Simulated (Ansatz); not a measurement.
# Preparing Si3N4 (P6_3/m) as a host crystal, part 2 of 3

Aim: the runs on the perfect crystal Si3N4 (P6_3/m) that a defect calculation needs first.

Ansatz 0.2.0; plane-wave PAW DFT, PBEsol; single point of the host's primitive cell on a dense mesh; PAW set soft_1 (the session's first sound run).

So far: Starting point; Primitive cell on a dense mesh; Self-consistent run.

## (4) Defect free supercell relaxed from its symmetric sites

This cell, the one that will hold the defects, is built from the relaxed host. Its coarser k-points can move the atoms a little, so it is relaxed from the symmetric sites, as the reference for the test of stability.

This step: plane-wave PAW DFT, PBEsol; relaxation of the defect-free supercell from its symmetric sites; PAW set soft_1 (Ansatz 0.2.0).

pristine.symmetric/input.yaml

```yaml
crystal:
  lattice:
    - [11.4366858822, 6.6029736727, 0.0]
    - [-11.4366858822, 6.6029736727, 0.0]
    - [0.0, 0.0, 8.7307673276]
  atoms:
    - { symbol: Si, position: [0.0195004637, 0.8065554461, 0.25] }
    - { symbol: Si, position: [0.3528337971, 0.4732221127, 0.25] }
    - { symbol: Si, position: [0.6861671304, 0.1398887794, 0.25] }
    - { symbol: Si, position: [0.2129450177, 0.0195004637, 0.0833333333] }
    - { symbol: Si, position: [0.546278351, 0.6861671304, 0.0833333333] }
    - { symbol: Si, position: [0.8796116843, 0.3528337971, 0.0833333333] }
    - { symbol: Si, position: [0.1398887794, 0.453721649, 0.0833333333] }
    - { symbol: Si, position: [0.4732221127, 0.1203883157, 0.0833333333] }
    - { symbol: Si, position: [0.8065554461, 0.7870549823, 0.0833333333] }
    - { symbol: Si, position: [0.1934445539, 0.2129450177, 0.25] }
    - { symbol: Si, position: [0.5267778873, 0.8796116843, 0.25] }
    - { symbol: Si, position: [0.8601112206, 0.546278351, 0.25] }
    - { symbol: Si, position: [0.1203883157, 0.6471662029, 0.25] }
    - { symbol: Si, position: [0.453721649, 0.3138328696, 0.25] }
    - { symbol: Si, position: [0.7870549823, 0.9804995363, 0.25] }
    - { symbol: Si, position: [0.3138328696, 0.8601112206, 0.0833333333] }
    - { symbol: Si, position: [0.6471662029, 0.5267778873, 0.0833333333] }
    - { symbol: Si, position: [0.9804995363, 0.1934445539, 0.0833333333] }
    - { symbol: "N", position: [0.0, 0.6666666667, 0.25] }
    - { symbol: "N", position: [0.3333333333, 0.3333333334, 0.25] }
    - { symbol: "N", position: [0.6666666667, 0.0, 0.25] }
    - { symbol: "N", position: [0.0, 0.3333333333, 0.0833333333] }
    - { symbol: "N", position: [0.3333333333, 0.0, 0.0833333333] }
    - { symbol: "N", position: [0.6666666667, 0.6666666666, 0.0833333333] }
    - { symbol: "N", position: [0.2134584289, 0.4565327427, 0.25] }
    - { symbol: "N", position: [0.5467917623, 0.1231994093, 0.25] }
    - { symbol: "N", position: [0.8801250956, 0.789866076, 0.25] }
    - { symbol: "N", position: [0.0902590196, 0.8801250956, 0.0833333333] }
    - { symbol: "N", position: [0.4235923529, 0.5467917623, 0.0833333333] }
    - { symbol: "N", position: [0.7569256863, 0.2134584289, 0.0833333333] }
    - { symbol: "N", position: [0.1231994093, 0.5764076471, 0.0833333333] }
    - { symbol: "N", position: [0.4565327427, 0.2430743137, 0.0833333333] }
    - { symbol: "N", position: [0.789866076, 0.9097409804, 0.0833333333] }
    - { symbol: "N", position: [0.210133924, 0.0902590196, 0.25] }
    - { symbol: "N", position: [0.5434672573, 0.7569256863, 0.25] }
    - { symbol: "N", position: [0.8768005907, 0.4235923529, 0.25] }
    - { symbol: "N", position: [0.1198749044, 0.210133924, 0.0833333333] }
    - { symbol: "N", position: [0.4532082377, 0.8768005907, 0.0833333333] }
    - { symbol: "N", position: [0.7865415711, 0.5434672573, 0.0833333333] }
    - { symbol: "N", position: [0.2430743137, 0.7865415711, 0.25] }
    - { symbol: "N", position: [0.5764076471, 0.4532082377, 0.25] }
    - { symbol: "N", position: [0.9097409804, 0.1198749044, 0.25] }
    - { symbol: Si, position: [0.0195004637, 0.8065554461, 0.5833333333] }
    - { symbol: Si, position: [0.3528337971, 0.4732221127, 0.5833333333] }
    - { symbol: Si, position: [0.6861671304, 0.1398887794, 0.5833333333] }
    - { symbol: Si, position: [0.2129450177, 0.0195004637, 0.4166666667] }
    - { symbol: Si, position: [0.546278351, 0.6861671304, 0.4166666667] }
    - { symbol: Si, position: [0.8796116843, 0.3528337971, 0.4166666667] }
    - { symbol: Si, position: [0.1398887794, 0.453721649, 0.4166666667] }
    - { symbol: Si, position: [0.4732221127, 0.1203883157, 0.4166666667] }
    - { symbol: Si, position: [0.8065554461, 0.7870549823, 0.4166666667] }
    - { symbol: Si, position: [0.1934445539, 0.2129450177, 0.5833333333] }
    - { symbol: Si, position: [0.5267778873, 0.8796116843, 0.5833333333] }
    - { symbol: Si, position: [0.8601112206, 0.546278351, 0.5833333333] }
    - { symbol: Si, position: [0.1203883157, 0.6471662029, 0.5833333333] }
    - { symbol: Si, position: [0.453721649, 0.3138328696, 0.5833333333] }
    - { symbol: Si, position: [0.7870549823, 0.9804995363, 0.5833333333] }
    - { symbol: Si, position: [0.3138328696, 0.8601112206, 0.4166666667] }
    - { symbol: Si, position: [0.6471662029, 0.5267778873, 0.4166666667] }
    - { symbol: Si, position: [0.9804995363, 0.1934445539, 0.4166666667] }
    - { symbol: "N", position: [0.0, 0.6666666667, 0.5833333333] }
    - { symbol: "N", position: [0.3333333333, 0.3333333334, 0.5833333333] }
    - { symbol: "N", position: [0.6666666667, 0.0, 0.5833333333] }
    - { symbol: "N", position: [0.0, 0.3333333333, 0.4166666667] }
    - { symbol: "N", position: [0.3333333333, 0.0, 0.4166666667] }
    - { symbol: "N", position: [0.6666666667, 0.6666666666, 0.4166666667] }
    - { symbol: "N", position: [0.2134584289, 0.4565327427, 0.5833333333] }
    - { symbol: "N", position: [0.5467917623, 0.1231994093, 0.5833333333] }
    - { symbol: "N", position: [0.8801250956, 0.789866076, 0.5833333333] }
    - { symbol: "N", position: [0.0902590196, 0.8801250956, 0.4166666667] }
    - { symbol: "N", position: [0.4235923529, 0.5467917623, 0.4166666667] }
    - { symbol: "N", position: [0.7569256863, 0.2134584289, 0.4166666667] }
    - { symbol: "N", position: [0.1231994093, 0.5764076471, 0.4166666667] }
    - { symbol: "N", position: [0.4565327427, 0.2430743137, 0.4166666667] }
    - { symbol: "N", position: [0.789866076, 0.9097409804, 0.4166666667] }
    - { symbol: "N", position: [0.210133924, 0.0902590196, 0.5833333333] }
    - { symbol: "N", position: [0.5434672573, 0.7569256863, 0.5833333333] }
    - { symbol: "N", position: [0.8768005907, 0.4235923529, 0.5833333333] }
    - { symbol: "N", position: [0.1198749044, 0.210133924, 0.4166666667] }
    - { symbol: "N", position: [0.4532082377, 0.8768005907, 0.4166666667] }
    - { symbol: "N", position: [0.7865415711, 0.5434672573, 0.4166666667] }
    - { symbol: "N", position: [0.2430743137, 0.7865415711, 0.5833333333] }
    - { symbol: "N", position: [0.5764076471, 0.4532082377, 0.5833333333] }
    - { symbol: "N", position: [0.9097409804, 0.1198749044, 0.5833333333] }
    - { symbol: Si, position: [0.0195004637, 0.8065554461, 0.9166666667] }
    - { symbol: Si, position: [0.3528337971, 0.4732221127, 0.9166666667] }
    - { symbol: Si, position: [0.6861671304, 0.1398887794, 0.9166666667] }
    - { symbol: Si, position: [0.2129450177, 0.0195004637, 0.75] }
    - { symbol: Si, position: [0.546278351, 0.6861671304, 0.75] }
    - { symbol: Si, position: [0.8796116843, 0.3528337971, 0.75] }
    - { symbol: Si, position: [0.1398887794, 0.453721649, 0.75] }
    - { symbol: Si, position: [0.4732221127, 0.1203883157, 0.75] }
    - { symbol: Si, position: [0.8065554461, 0.7870549823, 0.75] }
    - { symbol: Si, position: [0.1934445539, 0.2129450177, 0.9166666667] }
    - { symbol: Si, position: [0.5267778873, 0.8796116843, 0.9166666667] }
    - { symbol: Si, position: [0.8601112206, 0.546278351, 0.9166666667] }
    - { symbol: Si, position: [0.1203883157, 0.6471662029, 0.9166666667] }
    - { symbol: Si, position: [0.453721649, 0.3138328696, 0.9166666667] }
    - { symbol: Si, position: [0.7870549823, 0.9804995363, 0.9166666667] }
    - { symbol: Si, position: [0.3138328696, 0.8601112206, 0.75] }
    - { symbol: Si, position: [0.6471662029, 0.5267778873, 0.75] }
    - { symbol: Si, position: [0.9804995363, 0.1934445539, 0.75] }
    - { symbol: "N", position: [0.0, 0.6666666667, 0.9166666667] }
    - { symbol: "N", position: [0.3333333333, 0.3333333334, 0.9166666667] }
    - { symbol: "N", position: [0.6666666667, 0.0, 0.9166666667] }
    - { symbol: "N", position: [0.0, 0.3333333333, 0.75] }
    - { symbol: "N", position: [0.3333333333, 0.0, 0.75] }
    - { symbol: "N", position: [0.6666666667, 0.6666666666, 0.75] }
    - { symbol: "N", position: [0.2134584289, 0.4565327427, 0.9166666667] }
    - { symbol: "N", position: [0.5467917623, 0.1231994093, 0.9166666667] }
    - { symbol: "N", position: [0.8801250956, 0.789866076, 0.9166666667] }
    - { symbol: "N", position: [0.0902590196, 0.8801250956, 0.75] }
    - { symbol: "N", position: [0.4235923529, 0.5467917623, 0.75] }
    - { symbol: "N", position: [0.7569256863, 0.2134584289, 0.75] }
    - { symbol: "N", position: [0.1231994093, 0.5764076471, 0.75] }
    - { symbol: "N", position: [0.4565327427, 0.2430743137, 0.75] }
    - { symbol: "N", position: [0.789866076, 0.9097409804, 0.75] }
    - { symbol: "N", position: [0.210133924, 0.0902590196, 0.9166666667] }
    - { symbol: "N", position: [0.5434672573, 0.7569256863, 0.9166666667] }
    - { symbol: "N", position: [0.8768005907, 0.4235923529, 0.9166666667] }
    - { symbol: "N", position: [0.1198749044, 0.210133924, 0.75] }
    - { symbol: "N", position: [0.4532082377, 0.8768005907, 0.75] }
    - { symbol: "N", position: [0.7865415711, 0.5434672573, 0.75] }
    - { symbol: "N", position: [0.2430743137, 0.7865415711, 0.9166666667] }
    - { symbol: "N", position: [0.5764076471, 0.4532082377, 0.9166666667] }
    - { symbol: "N", position: [0.9097409804, 0.1198749044, 0.9166666667] }
basis:
  ecutwfc: 420
  xc_grid: 2
hamiltonian:
  xc: pbesol
  pseudopotentials: { kind: paw, azcp: { folder: soft_1 }, xc_functional: pbe }
kpoints:
  mp_grid: { grid: [1, 1, 1], shift: [0.25, 0.25, 0.25] }
scf:
  occupations: { method: fermi_dirac, width: 0.01 }
  max_iter: 80
output:
  forces: true
relax:
  f_tol: 0.01
  max_steps: 60
  escape_saddle: false
checkpoint:
  write: "../pristine.symmetric.run"
  compress: false
  write_wavefunctions: false
  write_every: 100000
```

Run with:

```
ansatz run input.yaml --threads 8 --pin off --max-ram 22609MiB --backend cpu --events-out ev --progress --plain --runs-dir out
```

Numbers of over 12 decimals in the logs are rounded to 6 here.

The log of the run:

```text
[... repeated set-up lines and file paths are left out, and long positions are rounded to six places ...]
[...]
Crystal: 126 atoms, lattice volume = 1318.628 Å³
Basis set: ecut = 420 eV, 25805 PW (Γ), exchange–correlation on 180×180×120 points (8 copies of the dense FFT grid, shifted against one another)
Bands: 414, of which v1, the nominal top of the filled ones, is band 288 counted from 1 (287 counted from 0)
Symmetry: 18 space group operations
k-points: 1
[...]
SCF iter   1: F=—  HF=-61059.558789 eV  |F-HF|=—  |Δ(HF+E_count)|=         —  Δρ=1.48e-1  dr2=3.01e2  ethr=3.10e-3  ⟨swp⟩=6.0  Hψ=1914  notcnv=0  defer=45
[...]
SCF iter   9: F=-60964.386776 eV  HF=-60964.386776 eV  |F-HF|=1.80e-7  |Δ(HF+E_count)|=   1.40e-5  Δρ=3.74e-6  dr2=1.79e-7  ethr=4.34e-10  ⟨swp⟩=4.0  Hψ=1228  notcnv=0
SCF 1 converged in 9 iterations: F = -60964.386776 eV  dr2 = 1.79e-7
[...]
relax step   1: F+E_penalty+E_count = -60964.38677628 eV  Δ(F+E_penalty+E_count) = +0.000e0 eV  max|allowed force component| = 2.994e-3 eV/Å  Δτ_max = 0.0000 Å  (9 SCF iters, dr2 threshold 2.50e-6 eV, accepted)
[...]
iter 1 solved again at ethr=3.29e-11 eV; its pass at ethr=3.10e-3 eV (dr2=1.90e-7 eV) is discarded
[...]
SCF iter   3: F=-60964.386776 eV  HF=-60964.386776 eV  |F-HF|=4.46e-8  |Δ(HF+E_count)|=   8.97e-8  Δρ=1.02e-6  dr2=1.87e-8  ethr=9.52e-12  ⟨swp⟩=2.0  Hψ=1169  notcnv=0
SCF 2 converged in 3 iterations: F = -60964.386776 eV  dr2 = 1.87e-8
relax step   2: F+E_penalty+E_count = -60964.38677636 eV  Δ(F+E_penalty+E_count) = -8.161e-8 eV  max|allowed force component| = 2.999e-3 eV/Å  Δτ_max = 0.0000 Å  (3 SCF iters, accepted)
SCF converged after 3 iterations
Free energy (F): -60964.386776 eV
[...]
Internal energy: -60964.386776 eV  (E = F + TS)
E sigma→0 (E₀):  -60964.386776 eV
Fermi energy:    10.278106 eV
[...]
--- Forces (eV/Å), atoms counted from 1 ---
  atom   1  Si    -0.00299857     0.00082634    -0.00021272
  atom   2  Si    -0.00299857     0.00082634    -0.00021272
  atom   3  Si    -0.00299857     0.00082634    -0.00021272
  atom   4  Si    -0.00170951    -0.00188300    -0.00082972
  atom   5  Si    -0.00170951    -0.00188300    -0.00082972
  atom   6  Si    -0.00170951    -0.00188300    -0.00082972
  atom   7  Si    -0.00144695     0.00187970    -0.00029928
  atom   8  Si    -0.00144695     0.00187970    -0.00029928
  atom   9  Si    -0.00144695     0.00187970    -0.00029928
  atom  10  Si     0.00144695    -0.00187970     0.00029928
  atom  11  Si     0.00144695    -0.00187970     0.00029928
  atom  12  Si     0.00144695    -0.00187970     0.00029928
  atom  13  Si     0.00170951     0.00188300     0.00082972
  atom  14  Si     0.00170951     0.00188300     0.00082972
  atom  15  Si     0.00170951     0.00188300     0.00082972
  atom  16  Si     0.00299857    -0.00082634     0.00021272
  atom  17  Si     0.00299857    -0.00082634     0.00021272
  atom  18  Si     0.00299857    -0.00082634     0.00021272
  atom  19  N     -0.00107011    -0.00042992     0.00101637
  atom  20  N     -0.00107011    -0.00042992     0.00101637
  atom  21  N     -0.00107011    -0.00042992     0.00101637
  atom  22  N      0.00107011     0.00042992    -0.00101637
  atom  23  N      0.00107011     0.00042992    -0.00101637
  atom  24  N      0.00107011     0.00042992    -0.00101637
  atom  25  N      0.00253995     0.00113165     0.00000904
  atom  26  N      0.00253995     0.00113165     0.00000904
  atom  27  N      0.00253995     0.00113165     0.00000904
  atom  28  N      0.00027893     0.00118792     0.00046644
  atom  29  N      0.00027893     0.00118792     0.00046644
  atom  30  N      0.00027893     0.00118792     0.00046644
  atom  31  N      0.00236037    -0.00144328    -0.00052366
  atom  32  N      0.00236037    -0.00144328    -0.00052366
  atom  33  N      0.00236037    -0.00144328    -0.00052366
  atom  34  N     -0.00236037     0.00144328     0.00052366
  atom  35  N     -0.00236037     0.00144328     0.00052366
  atom  36  N     -0.00236037     0.00144328     0.00052366
  atom  37  N     -0.00253995    -0.00113165    -0.00000904
  atom  38  N     -0.00253995    -0.00113165    -0.00000904
  atom  39  N     -0.00253995    -0.00113165    -0.00000904
  atom  40  N     -0.00027893    -0.00118792    -0.00046644
[...]
atom 115  N      0.00236037    -0.00144328    -0.00052366
  atom 116  N      0.00236037    -0.00144328    -0.00052366
  atom 117  N      0.00236037    -0.00144328    -0.00052366
  atom 118  N     -0.00236037     0.00144328     0.00052366
  atom 119  N     -0.00236037     0.00144328     0.00052366
  atom 120  N     -0.00236037     0.00144328     0.00052366
  atom 121  N     -0.00253995    -0.00113165    -0.00000904
  atom 122  N     -0.00253995    -0.00113165    -0.00000904
  atom 123  N     -0.00253995    -0.00113165    -0.00000904
  atom 124  N     -0.00027893    -0.00118792    -0.00046644
  atom 125  N     -0.00027893    -0.00118792    -0.00046644
  atom 126  N     -0.00027893    -0.00118792    -0.00046644
  max |Σ_I F_I| component: 5.37e-18 eV/Å
--- Relaxed structure (2 steps of the walk, 2 accepted, 0 SCFs on fresh bases) ---
  F+E_penalty+E_count = -60964.38677636 eV   max|allowed force component| = 2.999e-3 eV/Å
  atoms:
    - { symbol: Si, position: [0.019500, 0.806555, 0.25] }
    - { symbol: Si, position: [0.352834, 0.473222, 0.25] }
    - { symbol: Si, position: [0.686167, 0.139889, 0.25] }
    - { symbol: Si, position: [0.212945, 0.019500, 0.083333] }
    - { symbol: Si, position: [0.546278, 0.686167, 0.083333] }
    - { symbol: Si, position: [0.879612, 0.352834, 0.083333] }
    - { symbol: Si, position: [0.139889, 0.453722, 0.083333] }
    - { symbol: Si, position: [0.473222, 0.120388, 0.083333] }
    - { symbol: Si, position: [0.806555, 0.787055, 0.083333] }
    - { symbol: Si, position: [0.193445, 0.212945, 0.25] }
    - { symbol: Si, position: [0.526778, 0.879612, 0.25] }
    - { symbol: Si, position: [0.8601112206, 0.546278, 0.25] }
    - { symbol: Si, position: [0.120388, 0.647166, 0.25] }
    - { symbol: Si, position: [0.453722, 0.313833, 0.25] }
    - { symbol: Si, position: [0.787055, 0.980500, 0.25] }
    - { symbol: Si, position: [0.313833, 0.860111, 0.083333] }
    - { symbol: Si, position: [0.647166, 0.526778, 0.083333] }
    - { symbol: Si, position: [0.980500, 0.193445, 0.083333] }
    - { symbol: N, position: [5.551115123125783e-17, 0.666667, 0.25] }
    - { symbol: N, position: [0.333333, 0.333333, 0.25] }
    - { symbol: N, position: [0.666667, 5.551115123125783e-17, 0.25] }
    - { symbol: N, position: [2.7755575615628914e-17, 0.333333, 0.083333] }
    - { symbol: N, position: [0.333333, 2.7755575615628914e-17, 0.083333] }
    - { symbol: N, position: [0.666667, 0.666667, 0.083333] }
    - { symbol: N, position: [0.213458, 0.456533, 0.25] }
    - { symbol: N, position: [0.546792, 0.123199, 0.25] }
    - { symbol: N, position: [0.880125, 0.789866, 0.25] }
    - { symbol: N, position: [0.090259, 0.8801250956, 0.083333] }
    - { symbol: N, position: [0.423592, 0.546792, 0.083333] }
    - { symbol: N, position: [0.756926, 0.213458, 0.083333] }
    - { symbol: N, position: [0.123199, 0.576408, 0.083333] }
    - { symbol: N, position: [0.456533, 0.243074, 0.083333] }
    - { symbol: N, position: [0.789866, 0.909741, 0.083333] }
    - { symbol: N, position: [0.210134, 0.090259, 0.25] }
    - { symbol: N, position: [0.543467, 0.756926, 0.25] }
    - { symbol: N, position: [0.876801, 0.423592, 0.25] }
    - { symbol: N, position: [0.119875, 0.210134, 0.083333] }
    - { symbol: N, position: [0.453208, 0.876801, 0.083333] }
    - { symbol: N, position: [0.786542, 0.543467, 0.083333] }
    - { symbol: N, position: [0.243074, 0.786542, 0.25] }
    - { symbol: N, position: [0.576408, 0.453208, 0.25] }
    - { symbol: N, position: [0.909741, 0.119875, 0.25] }
    - { symbol: Si, position: [0.019500, 0.806555, 0.583333] }
    - { symbol: Si, position: [0.352834, 0.473222, 0.583333] }
    - { symbol: Si, position: [0.686167, 0.139889, 0.583333] }
    - { symbol: Si, position: [0.212945, 0.019500, 0.416667] }
    - { symbol: Si, position: [0.546278, 0.686167, 0.416667] }
    - { symbol: Si, position: [0.879612, 0.352834, 0.416667] }
    - { symbol: Si, position: [0.139889, 0.453722, 0.416667] }
    - { symbol: Si, position: [0.473222, 0.120388, 0.416667] }
    - { symbol: Si, position: [0.806555, 0.787055, 0.416667] }
    - { symbol: Si, position: [0.193445, 0.212945, 0.583333] }
    - { symbol: Si, position: [0.526778, 0.879612, 0.583333] }
    - { symbol: Si, position: [0.8601112206, 0.546278, 0.583333] }
    - { symbol: Si, position: [0.120388, 0.647166, 0.583333] }
    - { symbol: Si, position: [0.453722, 0.313833, 0.583333] }
    - { symbol: Si, position: [0.787055, 0.980500, 0.583333] }
    - { symbol: Si, position: [0.313833, 0.860111, 0.416667] }
    - { symbol: Si, position: [0.647166, 0.526778, 0.416667] }
    - { symbol: Si, position: [0.980500, 0.193445, 0.416667] }
    - { symbol: N, position: [5.551115123125783e-17, 0.666667, 0.583333] }
    - { symbol: N, position: [0.333333, 0.333333, 0.583333] }
    - { symbol: N, position: [0.666667, 5.551115123125783e-17, 0.583333] }
    - { symbol: N, position: [2.7755575615628914e-17, 0.333333, 0.416667] }
    - { symbol: N, position: [0.333333, 2.7755575615628914e-17, 0.416667] }
    - { symbol: N, position: [0.666667, 0.666667, 0.416667] }
    - { symbol: N, position: [0.213458, 0.456533, 0.583333] }
    - { symbol: N, position: [0.546792, 0.123199, 0.583333] }
    - { symbol: N, position: [0.880125, 0.789866, 0.583333] }
    - { symbol: N, position: [0.090259, 0.8801250956, 0.416667] }
    - { symbol: N, position: [0.423592, 0.546792, 0.416667] }
    - { symbol: N, position: [0.756926, 0.213458, 0.416667] }
    - { symbol: N, position: [0.123199, 0.576408, 0.416667] }
    - { symbol: N, position: [0.456533, 0.243074, 0.416667] }
    - { symbol: N, position: [0.789866, 0.909741, 0.416667] }
    - { symbol: N, position: [0.210134, 0.090259, 0.583333] }
[...]
- { symbol: Si, position: [0.019500, 0.806555, 0.916667] }
    - { symbol: Si, position: [0.352834, 0.473222, 0.916667] }
    - { symbol: Si, position: [0.686167, 0.139889, 0.916667] }
    - { symbol: Si, position: [0.212945, 0.019500, 0.750000] }
    - { symbol: Si, position: [0.546278, 0.686167, 0.750000] }
    - { symbol: Si, position: [0.879612, 0.352834, 0.750000] }
    - { symbol: Si, position: [0.139889, 0.453722, 0.750000] }
    - { symbol: Si, position: [0.473222, 0.120388, 0.750000] }
    - { symbol: Si, position: [0.806555, 0.787055, 0.750000] }
    - { symbol: Si, position: [0.193445, 0.212945, 0.916667] }
    - { symbol: Si, position: [0.526778, 0.879612, 0.916667] }
    - { symbol: Si, position: [0.8601112206, 0.546278, 0.916667] }
    - { symbol: Si, position: [0.120388, 0.647166, 0.916667] }
    - { symbol: Si, position: [0.453722, 0.313833, 0.916667] }
    - { symbol: Si, position: [0.787055, 0.980500, 0.916667] }
    - { symbol: Si, position: [0.313833, 0.860111, 0.750000] }
    - { symbol: Si, position: [0.647166, 0.526778, 0.750000] }
    - { symbol: Si, position: [0.980500, 0.193445, 0.750000] }
[...]
- { symbol: N, position: [0.123199, 0.576408, 0.750000] }
    - { symbol: N, position: [0.456533, 0.243074, 0.750000] }
    - { symbol: N, position: [0.789866, 0.909741, 0.750000] }
    - { symbol: N, position: [0.210134, 0.090259, 0.916667] }
    - { symbol: N, position: [0.543467, 0.756926, 0.916667] }
    - { symbol: N, position: [0.876801, 0.423592, 0.916667] }
    - { symbol: N, position: [0.119875, 0.210134, 0.750000] }
    - { symbol: N, position: [0.453208, 0.876801, 0.750000] }
    - { symbol: N, position: [0.786542, 0.543467, 0.750000] }
    - { symbol: N, position: [0.243074, 0.786542, 0.916667] }
    - { symbol: N, position: [0.576408, 0.453208, 0.916667] }
    - { symbol: N, position: [0.909741, 0.119875, 0.916667] }
```

Wall time 13 s (8 threads of Arm Neoverse V2, shared host); peak memory 2.9 GiB.

No atom moved by 0.005 Å in the relaxation.

[end of part 2 of 3]

[Logs are printed without paths, hosts, clocks, repeated set-up lines and the standing remarks that a program may print on its own settings, such as how far it seeks lower states.]

[Hosts, paths, dates, database ids (printed as entryN), source tags and the programs' standing remarks are cut or masked in the printed files.]

[Runs of the host that timed out are not shown.]

[For some hosts the program warned that the k-mesh of the response run may be too coarse for force constants and the static dielectric constant; such warnings are not always shown.]
